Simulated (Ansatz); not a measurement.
# Pd wire along [110], 14 atoms a period: bands along the axis, part 2 of 2

Wanted: the relaxed geometry and the bands of the Pd wire along [110], 14 atoms a period.

Ansatz 0.2.0; DFT PBE, plane waves, PAW; relaxation of a wire's period; PAW set soft_1 (the session's first sound run).

So far: The starting structure; Relaxing the period.

## 2. Relaxing the period (continued)

Relaxation path:

| step | energy less that of the first step (eV) | largest force component (eV/Å) | pressure (GPa) | volume (Å³) |
| --- | --- | --- | --- | --- |
| 1 | 0.0000 | 0.4311 | -2.05 | 619.94 |
| 2 | -0.1188 | 0.4989 | 2.33 | 593.67 |
| 3 | -0.3079 | 0.0505 | -0.22 | 602.45 |
| 4 | -0.3161 | 0.0392 | -0.05 | 598.84 |
| 5 | -0.3173 | 0.0125 | 0.00 | 598.14 |
| 6 | -0.3175 | 0.0083 | -0.02 | 598.25 |
| 7* | -0.3136 | 0.0083 | -0.01 | 598.25 |

Relaxation steps marked * repeat the geometry before them on a plane-wave basis chosen anew for their cell, so energy and pressure can jump there.

The run keeps the 8 symmetry operations that it works with, so distortions that break them were not tested.

| cell as run | before | after | change |
| --- | --- | --- | --- |
| c (Å) | 2.786 | 2.689 | -3.5 % |

The atoms that moved most (Å, along periodic axes as changes of fractional coordinates times the final cell, across vacuum about the mean position):

| atom | dx | dy | dz | length |
| --- | --- | --- | --- | --- |
| Pd10 | 0.000 | -0.122 | 0.000 | 0.122 |
| Pd7 | 0.000 | 0.122 | 0.000 | 0.122 |
| Pd14 | 0.071 | -0.016 | 0.000 | 0.073 |
| Pd3 | 0.071 | 0.016 | 0.000 | 0.073 |
| Pd13 | -0.071 | -0.016 | 0.000 | 0.073 |
| Pd1 | -0.071 | 0.016 | 0.000 | 0.073 |
| Pd12 | -0.004 | -0.033 | 0.000 | 0.033 |
| Pd6 | 0.004 | -0.033 | 0.000 | 0.033 |

Numbers from this step:

| Item | Value |
| --- | --- |
| energy at zero smearing | -97612.4634 eV |
| cell length along the wire | 2.689 Å |

The cell's length comes to 2.689 Å with spin left out.

## 3. Bands of the perfect wire

This step: DFT PBE, plane waves, PAW; bands of a perfect wire; PAW set soft_1 (Ansatz 0.2.0).

At the relaxed period the bands are computed along the axis; those that cross an energy going forward count the channels that a perfect wire would open there.

input.yaml

```yaml
crystal:
  lattice:
    - [14.68, 0.0, 0.0]
    - [0.0, 15.158, 0.0]
    - [0.0, 0.0, 2.6885110848]
  atoms:
    - { symbol: Pd, position: [0.360946388, 0.684861024, 0.0] }
    - { symbol: Pd, position: [0.365629456, 0.500000071, 0.0] }
    - { symbol: Pd, position: [0.639053612, 0.684861024, 0.0] }
    - { symbol: Pd, position: [0.634370544, 0.500000071, 0.0] }
    - { symbol: Pd, position: [0.23184843, 0.410263242, 0.5] }
    - { symbol: Pd, position: [0.23184843, 0.5897369, 0.5] }
    - { symbol: Pd, position: [0.5, 0.232343077, 0.5] }
    - { symbol: Pd, position: [0.5, 0.409536259, 0.5] }
    - { symbol: Pd, position: [0.5, 0.590463883, 0.5] }
    - { symbol: Pd, position: [0.5, 0.767657065, 0.5] }
    - { symbol: Pd, position: [0.76815157, 0.410263242, 0.5] }
    - { symbol: Pd, position: [0.76815157, 0.5897369, 0.5] }
    - { symbol: Pd, position: [0.360946388, 0.315139118, 0.0] }
    - { symbol: Pd, position: [0.639053612, 0.315139118, 0.0] }
kpoints:
  mp_grid: { grid: [1, 1, 30] }
  band_path: { path: ["Γ", Z], npoints: 90 }
scf:
  occupations: { method: fermi_dirac, width: 0.05 }
hamiltonian:
  xc: pbe
  pseudopotentials: { kind: paw, azcp: { folder: soft_1 } }
output:
  dos: { e_range: [-5, 4] }
  write_potential: true
  write_density: true
  volumetric_format: npy
```

The run is started by

```console
> ansatz run input.yaml --threads 4 --pin off --max-ram 16384MiB --backend cpu --events-out ev --progress --plain --runs-dir out
```

Numbers of over 12 decimals in the logs are rounded to 6 here.

Log:

```text
[...]
Crystal: 14 atoms, lattice volume = 598.246 Å³
Basis set: ecut = 420 eV, 11755 PW (Γ)
Bands: 152, of which v1, the nominal top of the filled ones, is band 126 counted from 1 (125 counted from 0)
Symmetry: 8 space group operations
[...]
k-points: 16 of 30
[...]
SCF iter   1: F=—  HF=-97625.878467 eV  |F-HF|=—  |Δ(HF+E_count)|=         —  Δρ=9.61e-2  dr2=7.29e1  ethr=3.10e-3  ⟨swp⟩=6.5  Hψ=8797  notcnv=0  defer=79
[...]
SCF iter  14: F=-97612.605054 eV  HF=-97612.605054 eV  |F-HF|=5.93e-8  |Δ(HF+E_count)|=   1.01e-7  Δρ=2.18e-6  dr2=7.88e-8  ethr=3.97e-11  ⟨swp⟩=14.0  Hψ=8645  notcnv=0
SCF 1 converged in 14 iterations: F = -97612.605054 eV  dr2 = 7.88e-8
[...]
NSCF: frozen V_eff on 91 k-points
WARN: The output density's exchange-correlation potential varies sharply where the density is thin. Do not read a vacuum level from v_tot or v_xc, or from such a field of the output density. On a cell that repeats whose density bears no net charge and no dipole along the vacuum's axis use v_es (v_loc + v_h of the components); under efield.dipole_correction with no amplitude use v_es + v_field, which holds any externa [...]
SCF converged after 14 iterations
Free energy (F): -97612.605054 eV
[...]
Internal energy: -97612.329918 eV  (E = F + TS)
E sigma→0 (E₀):  -97612.467486 eV
Entropy (-TS):   -0.275137 eV (-19.653 meV/atom)
Fermi energy:    3.504756 eV
[...]
--- Band table (eV; the first three rows and the last of 16) ---
  k-point 0: bands = [... 122 lower, 3.2002, 3.2481, 3.4148, 3.4309, 3.5019, 3.5520, 3.5617, 3.5908, ... 22 higher]
  k-point 1: bands = [... 122 lower, 3.2161, 3.2901, 3.3910, 3.3936, 3.4662, 3.5290, 3.5330, 3.5476, ... 22 higher]
  k-point 2: bands = [... 122 lower, 3.1818, 3.3343, 3.3493, 3.3858, 3.3948, 3.4729, 3.4786, 3.5001, ... 22 higher]
  k-point 15: bands = [... 122 lower, 3.7839, 3.7903, 3.8342, 3.8531, 5.9381, 6.1616, 6.4386, 6.5481, ... 22 higher]
```

Wall time 2.4 min (4 threads of Arm Neoverse V2, shared host); peak memory 4.2 GiB; 9.6 min of CPU time.

This step gave:

```yaml
energy_at_zero_smearing: -97612.4675 eV
band_gap: 0 eV
```

Electronic bands along the path, in eV, zero at the Fermi level; # counts the bands kept:

| point | #62 | #63 | #64 | #65 | #66 | #67 | #68 | #69 |
| --- | --- | --- | --- | --- | --- | --- | --- | --- |
| Γ | -0.09 | -0.07 | 0.00 | 0.05 | 0.06 | 0.09 | 0.09 | 0.22 |
| halfway | -0.20 | -0.15 | -0.05 | -0.03 | 0.06 | 0.07 | 0.77 | 1.03 |
| Z | 0.33 | 0.35 | 2.43 | 2.66 | 2.93 | 3.04 | 3.10 | 3.44 |

Between Γ and Z the bands cross the Fermi level 14 times, so a perfect wire would conduct at least 14 G₀, with spin left out.

## 4. What came out

```json
{
  "cell length, PBE": "2.689 Å",
  "ballistic conductance by band crossings, a lower bound, PBE": "14 G₀"
}
```

**Reading.** Under PBE the cell's length is 2.69 Å, and the bands cross the Fermi level 14 times between Γ and Z, which gives a perfect wire at least 14 G₀ (opposite crossings within one step of the path cancel in such a count). No spin was allowed, though thin wires with open d shells can turn magnetic.

[Logs are printed without paths, hosts, clocks, repeated set-up lines and the standing remarks that a program may print on its own settings, such as how far it seeks lower states.]

[Hosts, paths, dates, database ids (printed as entryN), source tags and the programs' standing remarks are cut or masked in the printed files.]
